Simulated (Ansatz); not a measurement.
# CdS (Hawleyite, F-43m): converging a phonon calculation

Aim: how dense must the meshes and how high the cutoff be for the phonons of CdS (Hawleyite, F-43m)?

Program: Ansatz 0.2.0. Level of theory: DFT LDA, scalar-relativistic, plane waves, PAW; PAW set soft_1. Results are calculated unless marked as measured.

This is a report of a sequence of runs, with most program output left out.

## 1. Starting point

Symmetry: F-43m, No. 216, cubic system. Conventional cell: a = 5.757 Å, b = 5.757 Å, c = 5.757 Å, α = 90.00°, β = 90.00°, γ = 90.00°. Nearest to Cd lie 4 S at 2.49 Å. Nearest to S lie 4 Cd at 2.49 Å. Farther neighbours and most contacts between anions are not listed.

## 2. Tight relaxation

The k mesh is raised to 12×12×12 since a zone-centre run on the first mesh warned that it was too coarse for the force constants, and the cell is relaxed again on it.

input.yaml

```yaml
crystal:
  lattice:
    - [0.0, 2.8784341488, 2.8784341488]
    - [2.8784341488, 0.0, 2.8784341488]
    - [2.8784341488, 2.8784341488, 0.0]
  atoms:
    - { symbol: Cd, position: [0.0, 0.0, 0.0] }
    - { symbol: S, position: [0.25, 0.25, 0.25] }
kpoints:
  mp_grid: { grid: [12, 12, 12] }
hamiltonian:
  xc: lda
  pseudopotentials: { kind: paw, azcp: { folder: soft_1 }, xc_functional: pbe }
scf:
  occupations: { method: fixed }
output:
  forces: true
  stress: true
  eigenvalues: true
relax:
  adjacent_minimum: "off"
  f_tol: 0.001
  max_steps: 60
  cell: { stress_tol: 0.01 }
```

Command:

```sh
$ ansatz run input.yaml --threads 4 --pin off --max-ram 10240MiB --backend cpu --events-out ev --progress --plain --runs-dir out
```

The job ended after 3.5 s (4 threads of Arm Neoverse V1, shared host; peak memory 0.37 GiB; 13 s of CPU time).

Little changed from the start: no atom moved by 0.005 Å and no cell edge by 0.1 %.

Numbers from this step:

* pressure: 0.002162 GPa
* gap on the k-mesh: 0.9471 eV
* volume per atom: 23.85 Å³
* direct gap on mesh: 0.9471 eV

The forces vanish by symmetry and the pressure is 0.002 GPa, within the tolerances set. The cell now holds 23.85 Å³/atom.

## 3. Response at finite wavevector

Stability and thermal properties need the whole zone. Linear response on a 4×4×4 q mesh gives force constants as far as a supercell of that size would, and the tensors from the zone-centre run are typed in so that the long-range dipole term is interpolated apart.

input.yaml, the sections that differ from step 2:

```yaml
output:
  eigenvalues: true
phonons:
  method: dfpt
  qmesh: [4, 4, 4]
  temperatures: { t_max: 1000, t_step: 50 }
  qpath:
    path:
      - [[0.0, 0.0, 0.0], [-0.5, -0.5, 0.0], [-0.375, -0.375, 0.25]]
      - [[-0.375, 0.0, 0.375], [0.0, 0.0, 0.0], [0.0, 0.0, 0.5], [-0.5, -0.25, 0.25], [-0.5, -0.5, 0.0]]
    npoints: 10
  non_analytic_term:
    high_frequency_dielectric_tensor: [[6.6288, 0.0, 0.0], [0.0, 6.6288, 0.0], [0.0, 0.0, 6.6288]]
    born_effective_charges:
      - { species: Cd, tensor: [[2.1338, 0.0, 0.0], [0.0, 2.1338, 0.0], [0.0, 0.0, 2.1338]] }
      - { species: S, tensor: [[-2.1338, 0.0, 0.0], [0.0, -2.1338, 0.0], [0.0, 0.0, -2.1338]] }
    source: "zone-centre run at this cell"
# crystal, kpoints, hamiltonian, scf: as in step 2
# relax: removed
```

The job ended after 4.9 min (4 threads; peak memory 2.9 GiB; 19 min of CPU time).

This step gave:

* sum-rule residual before enforcement: 4.79e-6 eV/Å²
* lowest frequency on the path: 0 cm⁻¹
* point group: -43m
* highest frequency on the path or at a solved wavevector: 306.7 cm⁻¹
* mean frequency: 180.4 cm⁻¹
* Debye temperature (second moment): 389 K
* logarithmic mean frequency: 140.7 cm⁻¹
* highest optical mode at the zone centre (no LO-TO term): 243.9 cm⁻¹
* lowest optical zone-centre mode: 243.9 cm⁻¹
* lowest mode on the q mesh (acoustic modes at Γ apart): 34.04 cm⁻¹
* zero-point energy per atom: 33.55 meV
* heat capacity at 300 K: 23.02 J/(mol atoms K)
* vibrational entropy at 300 K: 35.75 J/(mol atoms K)
* edges of the widest gap between branches, on path and mesh: 151, 244 cm⁻¹

Frequencies (cm⁻¹) solved at each irreducible wavevector; negative means imaginary. Frequencies by wavevector, by row:

```tsv
q in reciprocal lattice units	star	mode 1	mode 2	mode 3	mode 4	mode 5	mode 6
0 0 0	1	0	0	0	243.9	243.9	243.9
0 0 0.25	8	34	34	101.3	254.8	254.8	301.4
0 0 -0.5	4	41.5	41.5	138.2	263.5	263.5	306.7
0 0.25 0.25	6	47.6	47.6	105.6	267.3	267.3	297.6
0 0.25 -0.5	24	51.3	68.4	135.3	275.5	281.6	302.6
0 0.25 -0.25	12	46.2	69.8	124.9	264.9	281.3	302.9
0 -0.5 -0.5	3	53.6	53.6	151	285.6	285.6	295.6
0.25 -0.5 -0.25	6	63.2	74.3	139.5	282.8	288.9	302
```

Interpolated from a 4×4×4 q mesh, with the LO-TO term (at Γ the limit along the path; where Γ stands inside the path, tables give the limit on arrival). Phonon branches along the path, in cm⁻¹:

```tsv
point	branch 1	branch 2	branch 3	branch 4	branch 5	branch 6
Γ	0	0	0	244	244	296
halfway	48	48	106	267	267	298
X	54	54	151	286	286	296
halfway	53	61	148	284	286	298
U	52	71	142	279	287	303
jump to K	52	71	142	279	287	303
halfway	38	62	107	258	271	299
Γ	0	0	0	244	244	296
halfway	34	34	101	255	255	301
L	42	42	138	264	264	307
halfway	53	67	136	272	280	305
W	63	74	140	283	289	302
halfway	58	64	146	284	287	299
X	54	54	151	286	286	296
```

Symmetry leaves 8 wavevectors to solve. The lowest mode among them, the acoustic zeros apart, lies at q = (0, 0, 0.25) and is real, 34.0 cm⁻¹.

## 4. Another q mesh, q mesh 2×2×2

The q mesh is changed to 2×2×2, to see how far the force constants must reach.

Edit input.yaml of step 3 so:

```diff
@@ -19,3 +19,3 @@
   method: dfpt
-  qmesh: [4, 4, 4]
+  qmesh: [2, 2, 2]
   temperatures: { t_max: 1000, t_step: 50 }
```

Elapsed: 46 s, on 4 threads; peak memory 1.1 GiB.

This step gave:

- mean frequency: 179.2 cm⁻¹
- Debye temperature (second moment): 385 K
- logarithmic mean frequency: 139.8 cm⁻¹
- lowest mode on the q mesh (acoustic modes at Γ apart): 41.51 cm⁻¹
- zero-point energy per atom: 33.32 meV
- heat capacity at 300 K: 23.05 J/(mol atoms K)
- vibrational entropy at 300 K: 35.91 J/(mol atoms K)

Frequencies (cm⁻¹) solved at each irreducible wavevector; negative means imaginary. Frequencies by wavevector, by row:

```tsv
q in reciprocal lattice units	star	mode 1	mode 2	mode 3	mode 4	mode 5	mode 6
0 0 0	1	0	0	0	243.9	243.9	243.9
0 0 -0.5	4	41.5	41.5	138.2	263.5	263.5	306.7
0 -0.5 -0.5	3	53.6	53.6	151	285.6	285.6	295.6
```

Interpolated from a 2×2×2 q mesh, rough between the solved points, with the LO-TO term (at Γ the limit along the path; where Γ stands inside the path, tables give the limit on arrival). The phonon branches at the labelled points (cm⁻¹):

```tsv
point	branch 1	branch 2	branch 3	branch 4	branch 5	branch 6
Γ	0	0	0	244	244	296
halfway	39	39	108	264	264	295
X	54	54	151	286	286	296
halfway	53	65	147	284	286	296
U	51	85	137	279	284	297
jump to K	51	85	137	279	284	297
halfway	35	67	104	257	266	297
Γ	0	0	0	244	244	296
halfway	30	30	103	254	254	300
L	42	42	138	264	264	307
halfway	50	79	131	272	275	301
W	65	86	133	280	287	296
halfway	59	69	144	283	286	296
X	54	54	151	286	286	296
```

The mean frequency is 179.2 cm⁻¹, -1.2 cm⁻¹ against the base run.

On this path the spectrum ends at 307 cm⁻¹ (at L). No branch goes imaginary on this path.

## 5. Another q mesh, q mesh 3×3×3

The q mesh is changed to 3×3×3, to see how far the force constants must reach.

Edit input.yaml of step 4 so:

```diff
@@ -19,3 +19,3 @@
   method: dfpt
-  qmesh: [2, 2, 2]
+  qmesh: [3, 3, 3]
   temperatures: { t_max: 1000, t_step: 50 }
```

It took 2.2 min on 4 threads; peak memory 1.7 GiB; 8.7 min of CPU time.

Frequencies (cm⁻¹) solved at each irreducible wavevector; negative means imaginary. Frequencies by wavevector, by row:

```tsv
q in reciprocal lattice units	star	mode 1	mode 2	mode 3	mode 4	mode 5	mode 6
0 0 0	1	0	0	0	243.9	243.9	243.9
0 0 0.3333	8	38.6	38.6	122.1	259.4	259.4	303.8
0 0.3333 0.3333	6	52	52	129.9	276.9	276.9	296.9
0 0.3333 -0.3333	12	51.9	75.6	137.3	275.2	286.2	304.3
```

The mean frequency is 179.9 cm⁻¹, -0.5 cm⁻¹ against the base run.

## 6. Another q mesh, q mesh 6×6×6

The q mesh is changed to 6×6×6, to see how far the force constants must reach.

Edit input.yaml of step 5 so:

```diff
@@ -19,3 +19,3 @@
   method: dfpt
-  qmesh: [3, 3, 3]
+  qmesh: [6, 6, 6]
   temperatures: { t_max: 1000, t_step: 50 }
```

Run time: 15 min. Hardware: 4 threads; peak memory 2.8 GiB.

Frequencies (cm⁻¹) solved at each irreducible wavevector; negative means imaginary. Frequencies by wavevector, by row:

```tsv
q in reciprocal lattice units	star	mode 1	mode 2	mode 3	mode 4	mode 5	mode 6
0 0 0	1	0	0	0	243.9	243.9	243.9
0 0 0.1667	8	26.1	26.1	72.7	249.7	249.7	299.2
0 0 0.3333	8	38.6	38.6	122.1	259.4	259.4	303.8
0 0 -0.5	4	41.5	41.5	138.2	263.5	263.5	306.7
0 0.1667 0.1667	6	38	38	74.4	256.5	256.5	297.8
0 0.1667 0.3333	24	46.3	52.9	112.5	266.4	267.6	300.2
0 0.1667 -0.5	24	47.9	62.5	133.5	269.8	275.6	304.8
0 0.1667 -0.3333	24	45.1	63.6	128.3	264.5	277.1	304.1
0 0.1667 -0.1667	12	35	54.4	100.3	254.6	267.4	300.2
0 0.3333 0.3333	6	52	52	129.9	276.9	276.9	296.9
0 0.3333 -0.5	24	53	65.1	141.8	280.7	284.6	299.7
0 0.3333 -0.3333	12	51.9	75.6	137.3	275.2	286.2	304.3
0 -0.5 -0.5	3	53.6	53.6	151	285.6	285.6	295.6
0.1667 0.3333 -0.5	24	54.8	66.3	129.5	273.2	281.9	301.2
0.1667 0.3333 -0.3333	24	57.8	73.2	136.4	278	285	303.8
0.1667 -0.5 -0.3333	12	61.1	69.2	142.7	283.3	288.1	300.6
```

The mean frequency is 180.4 cm⁻¹, +0.0 cm⁻¹ against the base run.

## 7. Side by side

Times are for 4 threads of Arm Neoverse V1, shared host. Results by setting:

```tsv
no.	q mesh	k-mesh	mean frequency (cm⁻¹)	zero-point energy per atom (meV)	lowest frequency on the path (cm⁻¹)	time	memory (GiB)
1	2×2×2	12×12×12	179.2	33.32	0	46 s	1.1
2	3×3×3	12×12×12	179.9	33.46	0	2.2 min	1.7
3	6×6×6	12×12×12	180.4	33.56	0	15 min	2.8
```

The runs together. Table of phonon density of states by wavenumber; read off at these points; values in 1/cm⁻¹/cell:

```tsv
wavenumber (cm⁻¹)	2×2×2, 12×12×12	3×3×3, 12×12×12	6×6×6, 12×12×12
2	6.0e-5	8.0e-5	4.0e-5
12	0.00134	0.002	9.2e-4
18	0.00292	0.00402	0.00188
28	0.00915	0.00996	0.00522
38	0.0259	0.0217	0.0174
42	0.0502	0.0341	0.0401
52	0.0595	0.0595	0.0871
62	0.0259	0.0464	0.0389
68	0.0212	0.0461	0.0375
78	0.0238	0.0032	0.00348
82	0.0261	0.00218	0.00215
92	0.00605	0.00315	0.00314
102	0.00497	0.00467	0.00469
108	0.00632	0.00574	0.00581
118	0.0117	0.00952	0.00974
128	0.0343	0.0196	0.0210
132	0.0594	0.0392	0.0475
142	0.00996	0.0248	0.0185
152	2.0e-4	2.9e-4	3.3e-4
158	0	0	0
168	0	0	0
178	0	0	0
182	0	0	0
192	0	0	0
202	0	0	0
208	0	0	0
218	0	0	0
228	0	0	0
232	0	0	0
242	5.3e-4	4.6e-4	3.5e-4
248	0.00975	0.00845	0.0071
258	0.0290	0.0260	0.0237
268	0.0673	0.0618	0.0557
272	0.0713	0.0630	0.0602
278	0.0791	0.0655	0.0692
282	0.0623	0.0693	0.0838
292	0.00197	0.0014	1.0e-5
298	0.149	0.0528	0.0519
308	0.00428	0.0334	0.0159
```

The runs together, line C_V. The C_V by temperature; values in J/mol-atom/K:

```tsv
temperature (K)	2×2×2, 12×12×12	3×3×3, 12×12×12	6×6×6, 12×12×12
0	0	0	0
50	8.56	8.64	8.60
100	14.8	14.8	14.7
150	18.9	18.8	18.8
200	21.1	21.0	21.0
250	22.3	22.3	22.3
300	23.0	23.0	23.0
350	23.5	23.5	23.5
400	23.8	23.8	23.8
450	24.1	24.0	24.0
500	24.2	24.2	24.2
550	24.3	24.3	24.3
600	24.4	24.4	24.4
650	24.5	24.5	24.5
700	24.6	24.6	24.6
750	24.6	24.6	24.6
800	24.7	24.7	24.7
850	24.7	24.7	24.7
900	24.7	24.7	24.7
950	24.7	24.7	24.7
1000	24.8	24.8	24.8
```

## 8. Another k mesh, k-mesh 4×4×4, q mesh 2×2×2

The k mesh is changed to 4×4×4 on a small fixed q mesh, to find the coarsest that serves.

input.yaml, the sections that differ from step 6:

```yaml
kpoints:
  mp_grid: { grid: [4, 4, 4] }
phonons:
  method: dfpt
  dielectric: true
  rigid_motions: translations
  qmesh: [2, 2, 2]
  temperatures: { t_max: 1000, t_step: 50 }
  qpath:
    path:
      - [[0.0, 0.0, 0.0], [-0.5, -0.5, 0.0], [-0.375, -0.375, 0.25]]
      - [[-0.375, 0.0, 0.375], [0.0, 0.0, 0.0], [0.0, 0.0, 0.5], [-0.5, -0.25, 0.25], [-0.5, -0.5, 0.0]]
    npoints: 10
# crystal, hamiltonian, scf, output: as in step 6
```

Run time: 9.3 s. Hardware: 4 threads; peak memory 0.41 GiB; 32 s of CPU time.

The run finished; it serves as a test, and its numbers are not taken as the result.

## 9. Another k mesh, k-mesh 6×6×6, q mesh 2×2×2

The k mesh is changed to 6×6×6 on a small fixed q mesh, to find the coarsest that serves.

Edit input.yaml of step 8 so:

```diff
@@ -9,3 +9,3 @@
 kpoints:
-  mp_grid: { grid: [4, 4, 4] }
+  mp_grid: { grid: [6, 6, 6] }
 hamiltonian:
```

It took 17 s on 4 threads; peak memory 0.51 GiB; 63 s of CPU time.

The run finished; it serves as a test, and its numbers are not taken as the result.

## 10. Another k mesh, k-mesh 8×8×8, q mesh 2×2×2

The k mesh is changed to 8×8×8 on a small fixed q mesh, to find the coarsest that serves.

Edit input.yaml of step 9 so:

```diff
@@ -9,3 +9,3 @@
 kpoints:
-  mp_grid: { grid: [6, 6, 6] }
+  mp_grid: { grid: [8, 8, 8] }
 hamiltonian:
```

Wall time 31 s (4 threads); peak memory 0.69 GiB; 1.9 min of CPU time.

The highest optical mode at the zone centre (no LO-TO term) is 243.9 cm⁻¹, -0.0 cm⁻¹ against the base run.

The log warns of the k mesh: “the force constants stand on the 8×8×8 k-mesh, whose period is 10.85 times the interband length at k = (0.0000, 0.0000, 0.0000), direct gap 0.947 eV, under 14: take them and everything formed from them as unconverged”.

## 11. Another k mesh, q mesh 2×2×2

The k mesh is changed to 12×12×12 on a small fixed q mesh, to find the coarsest that serves.

Edit input.yaml of step 10 so:

```diff
@@ -9,3 +9,3 @@
 kpoints:
-  mp_grid: { grid: [8, 8, 8] }
+  mp_grid: { grid: [12, 12, 12] }
 hamiltonian:
```

Elapsed: 84 s, on 4 threads; peak memory 1.4 GiB.

The highest optical mode at the zone centre (no LO-TO term) is 243.9 cm⁻¹, +0.0 cm⁻¹ against the base run.

The log warns of the k mesh: “the force constants stand on the 12×12×12 k-mesh, whose period is 12.31 times the interband length at k = (0.0000, 0.0000, 0.0000), direct gap 0.947 eV, under 14: take them and everything formed from them as unconverged”.

## 12. Another k mesh, k-mesh 18×18×18, q mesh 2×2×2

The k mesh is changed to 18×18×18 on a small fixed q mesh, to find the coarsest that serves.

Edit input.yaml of step 11 so:

```diff
@@ -9,3 +9,3 @@
 kpoints:
-  mp_grid: { grid: [12, 12, 12] }
+  mp_grid: { grid: [18, 18, 18] }
 hamiltonian:
```

Wall time 4.1 min (4 threads); peak memory 3.3 GiB; 16 min of CPU time.

The highest optical mode at the zone centre (no LO-TO term) is 244.0 cm⁻¹, +0.0 cm⁻¹ against the base run.

## 13. The series together

Times are for 4 threads of Arm Neoverse V1, shared host. Results by setting:

```tsv
no.	k-mesh	lowest mode on the q mesh (acoustic modes at Γ apart) (cm⁻¹)	highest frequency on the path or at a solved wavevector (cm⁻¹)	time	memory (GiB)
1	8×8×8	41.49	306.7	31 s	0.69
2	12×12×12	41.51	306.7	84 s	1.4
3	18×18×18	41.52	306.7	4.1 min	3.3
```

(Part 1 of 2 ends here.)

[Logs are printed without paths, hosts, clocks, repeated set-up lines and the standing remarks that a program may print on its own settings, such as how far it seeks lower states.]

[Hosts, paths, dates, database ids (printed as entryN), source tags and the programs' standing remarks are cut or masked in the printed files.]
